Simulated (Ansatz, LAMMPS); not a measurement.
# Squeezing and shearing glassy 47SiO2-40B2O3-7CaO-7Na2O (mol %) (112 atoms), part 3 of 4

Aim: relax glassy 47SiO2-40B2O3-7CaO-7Na2O (mol %) (112 atoms), then change its volume and shape to read moduli from the stress.

Ansatz 0.2.0; Kohn-Sham DFT, PBE, PAW (set soft_2), plane waves.

The cell: 14 Si, 24 B, 2 Ca, 4 Na and 68 O. The quench rate of 20 K/ps is many orders above laboratory rates. The starting topology of bonds comes from the classical model. Sampling is at Γ alone.

So far. Step 2 (Single point at the start): The r.m.s. force at the start is 0.82 eV/Å. Step 3 (Cell and atoms relaxed): The relaxation converged after 29 steps, with a largest force component of 0.026 eV/Å.

## 5. Volume -3 %

The relaxed cell is scaled evenly and the atoms are relaxed again; the stress at the end gives one point of P(V).

File input.yaml:

```yaml
crystal:
  lattice:
    - [11.01974, 0.01409, 0.18904]
    - [0.01409, 10.77257, -0.13036]
    - [0.18904, -0.13036, 11.11691]
  atoms:
    [... the 112 atom lines of step 4 ...]
kpoints:
  mp_grid: { grid: [1, 1, 1] }
hamiltonian:
  xc: pbe
scf:
  occupations: { method: fixed }
output:
  forces: true
  eigenvalues: true
  stress: true
relax:
  f_tol: 0.05
  max_steps: 70
```

Started as:

```
$ ansatz run input.yaml --threads 4 --pin off --max-ram 8192MiB --backend cpu --events-out ev --progress --plain --runs-dir out
```

Numbers of over 12 decimals in the logs are rounded to 6 here.

The log of the run:

```text
Warning: output.stress: scf.convergence.dr2_threshold = 1e-7 eV (the SCF's general default) is looser than the 1.08e-8 eV advised for a printed stress (1e-10 eV for each atom of the cell: 112, of which 108 are counted). What an SCF threshold leaves in a stress goes as its square root, and in the free energy as the threshold itself, and one threshold admits the most on a small cell: [...]
[...]
Crystal: 112 atoms, lattice volume = 1319.123 Å³
Basis set: ecut = 420 eV, 25771 PW (Γ), exchange–correlation on 150×150×150 points (8 copies of the dense FFT grid, shifted against one another)
Bands: 408, of which v1, the nominal top of the filled ones, is band 296 counted from 1 (295 counted from 0)
Symmetry: 1 space group operations
[...]
k-points: 1
[...]
SCF iter   1: F=—  HF=-60917.246381 eV  |F-HF|=—  |Δ(HF+E_count)|=         —  Δρ=2.82e-3  dr2=9.51e-2  ethr=1.77e-3  ⟨swp⟩=7.0  Hψ=1486  notcnv=0  defer=109
[...]
SCF iter   6: F=-60917.266515 eV  HF=-60917.266531 eV  |F-HF|=1.55e-5  |Δ(HF+E_count)|=   1.58e-5  Δρ=4.72e-5  dr2=2.58e-5  ethr=1.06e-8  ⟨swp⟩=16.0  Hψ=3015  notcnv=0
SCF 1 converged in 6 iterations: F = -60917.266515 eV  dr2 = 2.58e-5
[...]
relax step   1: F+E_penalty+E_count = -60917.26651547 eV  Δ(F+E_penalty+E_count) = +0.000e0 eV  max|allowed force component| = 5.865e-1 eV/Å  Δτ_max = 0.0000 Å  (6 SCF iters, dr2 threshold 6.25e-5 eV, accepted)
[...]
relax step   2: F+E_penalty+E_count = -60917.53106928 eV  Δ(F+E_penalty+E_count) = -2.646e-1 eV  max|allowed force component| = 2.966e-1 eV/Å  Δτ_max = 0.0425 Å  (6 SCF iters, dr2 threshold 2.15e-5 eV, accepted)
[...]
relax step   3: F+E_penalty+E_count = -60917.66597711 eV  Δ(F+E_penalty+E_count) = -1.349e-1 eV  max|allowed force component| = 1.766e-1 eV/Å  Δτ_max = 0.0417 Å  (7 SCF iters, dr2 threshold 5.50e-6 eV, accepted)
relax step   4: F+E_penalty+E_count = -60917.59677402 eV  Δ(F+E_penalty+E_count) = +6.920e-2 eV  max|allowed force component| = 3.678e-1 eV/Å  Δτ_max = 0.2000 Å  (7 SCF iters, dr2 threshold 7.97e-6 eV, rejected (line search))
relax step   5: F+E_penalty+E_count = -60917.71521459 eV  Δ(F+E_penalty+E_count) = -4.924e-2 eV  max|allowed force component| = 6.970e-2 eV/Å  Δτ_max = 0.0698 Å  (9 SCF iters, accepted)
relax step   6: F+E_penalty+E_count = -60917.72132019 eV  Δ(F+E_penalty+E_count) = -6.106e-3 eV  max|allowed force component| = 5.875e-2 eV/Å  Δτ_max = 0.0262 Å  (8 SCF iters, accepted)
relax step   7: F+E_penalty+E_count = -60917.71751795 eV  Δ(F+E_penalty+E_count) = +3.802e-3 eV  max|allowed force component| = 2.217e-1 eV/Å  Δτ_max = 0.1491 Å  (9 SCF iters, rejected (line search))
relax step   8: F+E_penalty+E_count = -60917.74026791 eV  Δ(F+E_penalty+E_count) = -1.895e-2 eV  max|allowed force component| = 5.655e-2 eV/Å  Δτ_max = 0.0734 Å  (9 SCF iters, accepted)
relax step   9: F+E_penalty+E_count = -60917.74280004 eV  Δ(F+E_penalty+E_count) = -2.532e-3 eV  max|allowed force component| = 1.870e-1 eV/Å  Δτ_max = 0.0364 Å  (8 SCF iters, accepted)
relax step  10: F+E_penalty+E_count = -60917.74727403 eV  Δ(F+E_penalty+E_count) = -4.474e-3 eV  max|allowed force component| = 6.778e-2 eV/Å  Δτ_max = 0.0201 Å  (5 SCF iters, dr2 threshold 3.24e-5 eV, accepted)
relax step  11: F+E_penalty+E_count = -60917.75043833 eV  Δ(F+E_penalty+E_count) = -3.164e-3 eV  max|allowed force component| = 5.418e-2 eV/Å  Δτ_max = 0.0163 Å  (7 SCF iters, accepted)
relax step  12: F+E_penalty+E_count = -60917.75490178 eV  Δ(F+E_penalty+E_count) = -4.463e-3 eV  max|allowed force component| = 8.257e-2 eV/Å  Δτ_max = 0.0394 Å  (8 SCF iters, accepted)
relax step  13: F+E_penalty+E_count = -60917.75954654 eV  Δ(F+E_penalty+E_count) = -4.645e-3 eV  max|allowed force component| = 9.883e-2 eV/Å  Δτ_max = 0.0665 Å  (7 SCF iters, dr2 threshold 4.36e-6 eV, accepted)
relax step  14: F+E_penalty+E_count = -60917.76454604 eV  Δ(F+E_penalty+E_count) = -4.999e-3 eV  max|allowed force component| = 1.202e-1 eV/Å  Δτ_max = 0.0839 Å  (7 SCF iters, dr2 threshold 9.77e-6 eV, accepted)
relax step  15: F+E_penalty+E_count = -60917.77173341 eV  Δ(F+E_penalty+E_count) = -7.187e-3 eV  max|allowed force component| = 1.078e-1 eV/Å  Δτ_max = 0.0450 Å  (5 SCF iters, dr2 threshold 1.45e-5 eV, accepted)
relax step  16: F+E_penalty+E_count = -60917.78262099 eV  Δ(F+E_penalty+E_count) = -1.089e-2 eV  max|allowed force component| = 1.033e-1 eV/Å  Δτ_max = 0.1249 Å  (7 SCF iters, dr2 threshold 9.33e-6 eV, accepted)
relax step  17: F+E_penalty+E_count = -60917.78769031 eV  Δ(F+E_penalty+E_count) = -5.069e-3 eV  max|allowed force component| = 1.070e-1 eV/Å  Δτ_max = 0.0234 Å  (5 SCF iters, dr2 threshold 8.57e-6 eV, accepted)
relax step  18: F+E_penalty+E_count = -60917.75847847 eV  Δ(F+E_penalty+E_count) = +2.921e-2 eV  max|allowed force component| = 3.587e-1 eV/Å  Δτ_max = 0.2000 Å  (7 SCF iters, dr2 threshold 1.05e-5 eV, rejected (line search))
relax step  19: F+E_penalty+E_count = -60917.79676104 eV  Δ(F+E_penalty+E_count) = -9.071e-3 eV  max|allowed force component| = 1.326e-1 eV/Å  Δτ_max = 0.0376 Å  (9 SCF iters, accepted)
relax step  20: F+E_penalty+E_count = -60917.80363820 eV  Δ(F+E_penalty+E_count) = -6.877e-3 eV  max|allowed force component| = 7.622e-2 eV/Å  Δτ_max = 0.1000 Å  (6 SCF iters, dr2 threshold 1.76e-5 eV, accepted)
relax step  21: F+E_penalty+E_count = -60917.48144301 eV  Δ(F+E_penalty+E_count) = +3.222e-1 eV  max|allowed force component| = 7.762e-1 eV/Å  Δτ_max = 0.1500 Å  (9 SCF iters, rejected (line search))
relax step  22: F+E_penalty+E_count = -60917.80694453 eV  Δ(F+E_penalty+E_count) = -3.306e-3 eV  max|allowed force component| = 5.765e-2 eV/Å  Δτ_max = 0.0731 Å  (9 SCF iters, accepted)
relax step  23: F+E_penalty+E_count = -60917.77149528 eV  Δ(F+E_penalty+E_count) = +3.545e-2 eV  max|allowed force component| = 3.014e-1 eV/Å  Δτ_max = 0.0750 Å  (9 SCF iters, rejected (line search))
[...]
relax step  24: F+E_penalty+E_count = -60917.81101712 eV  Δ(F+E_penalty+E_count) = -4.073e-3 eV  max|allowed force component| = 3.312e-2 eV/Å  Δτ_max = 0.0365 Å  (9 SCF iters, accepted)
SCF converged after 9 iterations
Free energy (F): -60917.811017 eV
[...]
Internal energy: -60917.811017 eV  (E = F + TS)
E sigma→0 (E₀):  -60917.811017 eV
Fermi energy:    3.716238 eV
[...]
--- Forces (eV/Å), atoms counted from 1 ---
  atom   1  Si    -0.02783790     0.03303599     0.00555007
  atom   2  Si    -0.02035789    -0.00222126    -0.02188117
  atom   3  Si    -0.00447971    -0.00461727     0.00105724
  atom   4  Si    -0.00091140     0.01254727     0.01601163
  atom   5  Si    -0.00872813    -0.01932220    -0.01339722
  atom   6  Si     0.00306380    -0.00565856     0.01073225
  atom   7  Si     0.00060355     0.00570548     0.01048718
  atom   8  Si     0.00032825     0.02468265     0.01081143
  atom   9  Si    -0.01466707    -0.00515162     0.00655352
  atom  10  Si     0.01237330     0.01604843    -0.00741552
  atom  11  Si    -0.02794290    -0.00739117    -0.02424560
  atom  12  Si     0.00936956    -0.02041534    -0.00862206
  atom  13  Si     0.00486519     0.00969912     0.01731185
  atom  14  Si    -0.00786619    -0.00522056     0.00004634
[...]
atom 111  O      0.00219417     0.00952151    -0.00393402
  atom 112  O      0.00614032     0.01135602     0.00717934
  max |Σ_I F_I| component: 8.22e-5 eV/Å
--- Stress (GPa, compression-positive) ---
        1.461453      -0.110624      -0.261598
       -0.110618       1.344353       0.057536
       -0.261596       0.057550       1.401980
  P = ⅓ Tr σ = 1.4026 GPa (14.026 kbar)
--- Band table (eV) ---
[...]
--- Relaxed structure (24 steps of the walk, 19 accepted, 0 SCFs on fresh bases) ---
  F+E_penalty+E_count = -60917.81101712 eV   max|allowed force component| = 3.312e-2 eV/Å
  atoms:
    - { symbol: Si, position: [0.289097, 0.710508, 0.962011] }
    - { symbol: Si, position: [0.348783, 0.995949, 0.193442] }
    - { symbol: Si, position: [0.325023, 0.462503, 0.571492] }
    - { symbol: Si, position: [0.667341, 0.483871, 0.081913] }
[...]
- { symbol: O, position: [0.218663, 0.745012, 0.339280] }
```

Run time: 7 min. Hardware: 4 threads of Arm Neoverse V2, shared host; peak memory 1.8 GiB; 27 min of CPU time.

The program notes that the SCF threshold is loose for the stress.

The relaxation converged after 24 steps, 0.545 eV below its start, with a largest force component of 0.033 eV/Å.

Volume -3 %: the energy stands 0.116 eV above that of the reference, at a pressure of 1.40 GPa.

## 6. Volume +3 %

The relaxed cell is scaled to another volume.

Input and log are left out; they have the form of those shown for this kind of step.

Elapsed: 2.4 min, on 4 threads of Arm Neoverse V2, shared host; peak memory 1.9 GiB.

The relaxation converged after 9 steps, 0.427 eV below its start, with a largest force component of 0.047 eV/Å.

Volume +3 %: the energy stands 0.175 eV above that of the reference, at a pressure of -1.36 GPa.

## 7. Volume -6 %

The relaxed cell is scaled to another volume.

Input and log are left out; they have the form of those shown for this kind of step.

The job ended after 6.1 min (4 threads of Arm Neoverse V2, shared host; peak memory 1.7 GiB; 23 min of CPU time).

The relaxation converged after 22 steps, 2.10 eV below its start, with a largest force component of 0.033 eV/Å.

Volume -6 %: the energy stands 0.661 eV above that of the reference, at a pressure of 2.95 GPa.

## 8. Volume +6 %

The relaxed cell is scaled to another volume.

Input and log are left out; they have the form of those shown for this kind of step.

Elapsed: 7.1 min, on 4 threads of Arm Neoverse V2, shared host; peak memory 2 GiB; 27 min of CPU time.

The relaxation converged after 25 steps, 1.69 eV below its start, with a largest force component of 0.043 eV/Å.

Volume +6 %: the energy stands 0.598 eV above that of the reference, at a pressure of -2.53 GPa.

## 9. Volume -10 %

The relaxed cell is scaled to another volume.

input.yaml, the sections that differ from step 5:

```yaml
crystal:
  lattice:
    - [10.74801, 0.01374, 0.18438]
    - [0.01374, 10.50694, -0.12715]
    - [0.18438, -0.12715, 10.84279]
  atoms:
    [... the 112 atom lines of step 4 ...]
# kpoints, hamiltonian, scf, output, relax: as in step 5
```

The log of the run:

```text
[...]
Crystal: 112 atoms, lattice volume = 1223.928 Å³
Basis set: ecut = 420 eV, 23881 PW (Γ), exchange–correlation on 144×144×150 points (8 copies of the dense FFT grid, shifted against one another)
Bands: 408, of which v1, the nominal top of the filled ones, is band 296 counted from 1 (295 counted from 0)
Symmetry: 1 space group operations
[...]
k-points: 1
[...]
SCF iter   1: F=—  HF=-60909.627901 eV  |F-HF|=—  |Δ(HF+E_count)|=         —  Δρ=3.17e-3  dr2=1.11e-1  ethr=1.77e-3  ⟨swp⟩=6.0  Hψ=1486  notcnv=0  defer=109
[...]
SCF iter   5: F=—  HF=-60909.644918 eV  |F-HF|=—  |Δ(HF+E_count)|=   1.52e-5  Δρ=8.94e-5  dr2=1.09e-4  ethr=9.17e-8  ⟨swp⟩=2.0  Hψ=617  notcnv=0  defer=110
SCF iter   6: F=-60909.644926 eV  HF=-60909.644937 eV  |F-HF|=1.11e-5  |Δ(HF+E_count)|=   1.90e-5  Δρ=4.56e-5  dr2=2.18e-5  ethr=1.06e-8  ⟨swp⟩=17.0  Hψ=3060  notcnv=0
SCF 1 converged in 6 iterations: F = -60909.644926 eV  dr2 = 2.18e-5
[...]
relax step   1: F+E_penalty+E_count = -60909.64492610 eV  Δ(F+E_penalty+E_count) = +0.000e0 eV  max|allowed force component| = 2.214e0 eV/Å  Δτ_max = 0.0000 Å  (6 SCF iters, dr2 threshold 6.25e-5 eV, accepted)
[...]
relax step   2: F+E_penalty+E_count = -60912.91524080 eV  Δ(F+E_penalty+E_count) = -3.270e0 eV  max|allowed force component| = 1.138e0 eV/Å  Δτ_max = 0.1274 Å  (6 SCF iters, dr2 threshold 1.00e-4 eV, accepted)
[...]
relax step   3: F+E_penalty+E_count = -60914.69759660 eV  Δ(F+E_penalty+E_count) = -1.782e0 eV  max|allowed force component| = 6.765e-1 eV/Å  Δτ_max = 0.1543 Å  (7 SCF iters, dr2 threshold 8.10e-5 eV, accepted)
relax step   4: F+E_penalty+E_count = -60915.22982005 eV  Δ(F+E_penalty+E_count) = -5.322e-1 eV  max|allowed force component| = 4.536e-1 eV/Å  Δτ_max = 0.2000 Å  (6 SCF iters, dr2 threshold 1.00e-4 eV, accepted)
relax step   5: F+E_penalty+E_count = -60915.37968551 eV  Δ(F+E_penalty+E_count) = -1.499e-1 eV  max|allowed force component| = 2.872e-1 eV/Å  Δτ_max = 0.1183 Å  (6 SCF iters, dr2 threshold 7.26e-5 eV, accepted)
relax step   6: F+E_penalty+E_count = -60915.23385893 eV  Δ(F+E_penalty+E_count) = +1.458e-1 eV  max|allowed force component| = 1.450e0 eV/Å  Δτ_max = 0.2000 Å  (7 SCF iters, dr2 threshold 3.31e-5 eV, rejected (line search))
relax step   7: F+E_penalty+E_count = -60915.54345095 eV  Δ(F+E_penalty+E_count) = -1.638e-1 eV  max|allowed force component| = 1.816e-1 eV/Å  Δτ_max = 0.0976 Å  (10 SCF iters, accepted)
relax step   8: F+E_penalty+E_count = -60915.57254542 eV  Δ(F+E_penalty+E_count) = -2.909e-2 eV  max|allowed force component| = 4.518e-1 eV/Å  Δτ_max = 0.0732 Å  (6 SCF iters, dr2 threshold 1.32e-5 eV, accepted)
relax step   9: F+E_penalty+E_count = -60915.59939373 eV  Δ(F+E_penalty+E_count) = -2.685e-2 eV  max|allowed force component| = 2.077e-1 eV/Å  Δτ_max = 0.0488 Å  (5 SCF iters, dr2 threshold 8.16e-5 eV, accepted)
relax step  10: F+E_penalty+E_count = -60915.65489029 eV  Δ(F+E_penalty+E_count) = -5.550e-2 eV  max|allowed force component| = 2.145e-1 eV/Å  Δτ_max = 0.1400 Å  (7 SCF iters, dr2 threshold 9.13e-6 eV, accepted)
relax step  11: F+E_penalty+E_count = -60915.69290071 eV  Δ(F+E_penalty+E_count) = -3.801e-2 eV  max|allowed force component| = 1.889e-1 eV/Å  Δτ_max = 0.1245 Å  (7 SCF iters, dr2 threshold 9.73e-6 eV, accepted)
relax step  12: F+E_penalty+E_count = -60915.72321538 eV  Δ(F+E_penalty+E_count) = -3.031e-2 eV  max|allowed force component| = 2.422e-1 eV/Å  Δτ_max = 0.1944 Å  (7 SCF iters, dr2 threshold 2.76e-5 eV, accepted)
relax step  13: F+E_penalty+E_count = -60915.58368974 eV  Δ(F+E_penalty+E_count) = +1.395e-1 eV  max|allowed force component| = 5.418e-1 eV/Å  Δτ_max = 0.1775 Å  (7 SCF iters, dr2 threshold 4.55e-5 eV, rejected (line search))
relax step  14: F+E_penalty+E_count = -60915.77970157 eV  Δ(F+E_penalty+E_count) = -5.649e-2 eV  max|allowed force component| = 2.147e-1 eV/Å  Δτ_max = 0.0888 Å  (10 SCF iters, accepted)
relax step  15: F+E_penalty+E_count = -60915.80172761 eV  Δ(F+E_penalty+E_count) = -2.203e-2 eV  max|allowed force component| = 1.670e-1 eV/Å  Δτ_max = 0.0454 Å  (5 SCF iters, dr2 threshold 3.62e-5 eV, accepted)
relax step  16: F+E_penalty+E_count = -60915.82302645 eV  Δ(F+E_penalty+E_count) = -2.130e-2 eV  max|allowed force component| = 2.560e-1 eV/Å  Δτ_max = 0.1500 Å  (7 SCF iters, dr2 threshold 1.69e-5 eV, accepted)
relax step  17: F+E_penalty+E_count = -60915.83609655 eV  Δ(F+E_penalty+E_count) = -1.307e-2 eV  max|allowed force component| = 1.263e-1 eV/Å  Δτ_max = 0.0534 Å  (5 SCF iters, dr2 threshold 3.97e-5 eV, accepted)
relax step  18: F+E_penalty+E_count = -60915.83952602 eV  Δ(F+E_penalty+E_count) = -3.429e-3 eV  max|allowed force component| = 1.985e-1 eV/Å  Δτ_max = 0.0236 Å  (6 SCF iters, dr2 threshold 3.88e-6 eV, accepted)
relax step  19: F+E_penalty+E_count = -60915.82170589 eV  Δ(F+E_penalty+E_count) = +1.782e-2 eV  max|allowed force component| = 4.705e-1 eV/Å  Δτ_max = 0.0824 Å  (7 SCF iters, dr2 threshold 9.59e-6 eV, rejected (line search))
relax step  20: F+E_penalty+E_count = -60915.84649963 eV  Δ(F+E_penalty+E_count) = -6.974e-3 eV  max|allowed force component| = 6.007e-2 eV/Å  Δτ_max = 0.0332 Å  (9 SCF iters, accepted)
relax step  21: F+E_penalty+E_count = -60915.84646879 eV  Δ(F+E_penalty+E_count) = +3.084e-5 eV  max|allowed force component| = 7.961e-2 eV/Å  Δτ_max = 0.0244 Å  (8 SCF iters, rejected (line search))
[...]
relax step  22: F+E_penalty+E_count = -60915.84875413 eV  Δ(F+E_penalty+E_count) = -2.254e-3 eV  max|allowed force component| = 2.965e-2 eV/Å  Δτ_max = 0.0119 Å  (7 SCF iters, accepted)
SCF converged after 7 iterations
Free energy (F): -60915.848754 eV
[...]
Internal energy: -60915.848754 eV  (E = F + TS)
E sigma→0 (E₀):  -60915.848754 eV
Fermi energy:    4.435364 eV
[...]
Σ components = -60915.848754   (vs F -60915.848754, Δ=0.00e0)
--- Forces (eV/Å), atoms counted from 1 ---
  atom   1  Si    -0.00106325    -0.00549936     0.01105617
  atom   2  Si    -0.00054631    -0.00207526    -0.00420480
  atom   3  Si     0.00323684    -0.00227300     0.00113826
  atom   4  Si    -0.00271999     0.00503642    -0.00258678
[...]
atom 112  O      0.00364718    -0.00854616     0.00692267
  max |Σ_I F_I| component: 6.26e-5 eV/Å
--- Stress (GPa, compression-positive) ---
        6.382584      -0.124955      -0.432326
       -0.124951       4.607012       0.162976
       -0.432319       0.162990       4.884931
  P = ⅓ Tr σ = 5.2915 GPa (52.915 kbar)
--- Band table (eV) ---
[...]
--- Relaxed structure (22 steps of the walk, 18 accepted, 0 SCFs on fresh bases) ---
  F+E_penalty+E_count = -60915.84875413 eV   max|allowed force component| = 2.965e-2 eV/Å
  atoms:
    - { symbol: Si, position: [0.290090, 0.711682, 0.956740] }
    - { symbol: Si, position: [0.345577, 1.006729, 0.199289] }
    - { symbol: Si, position: [0.326462, 0.468120, 0.568522] }
    - { symbol: Si, position: [0.674038, 0.476694, 0.089014] }
[...]
- { symbol: O, position: [0.228510, 0.772546, 0.346663] }
```

Elapsed: 5.8 min, on 4 threads; peak memory 1.7 GiB; 22 min of CPU time.

The relaxation converged after 22 steps, 6.20 eV below its start, with a largest force component of 0.030 eV/Å.

Volume -10 %: the energy stands 2.08 eV above that of the reference, at a pressure of 5.29 GPa.

(Part 3 of 4 ends here.)

[Logs are printed without paths, hosts, clocks, repeated set-up lines and the standing remarks that a program may print on its own settings, such as how far it seeks lower states.]

[Hosts, paths, dates, database ids (printed as entryN), source tags and the programs' standing remarks are cut or masked in the printed files.]
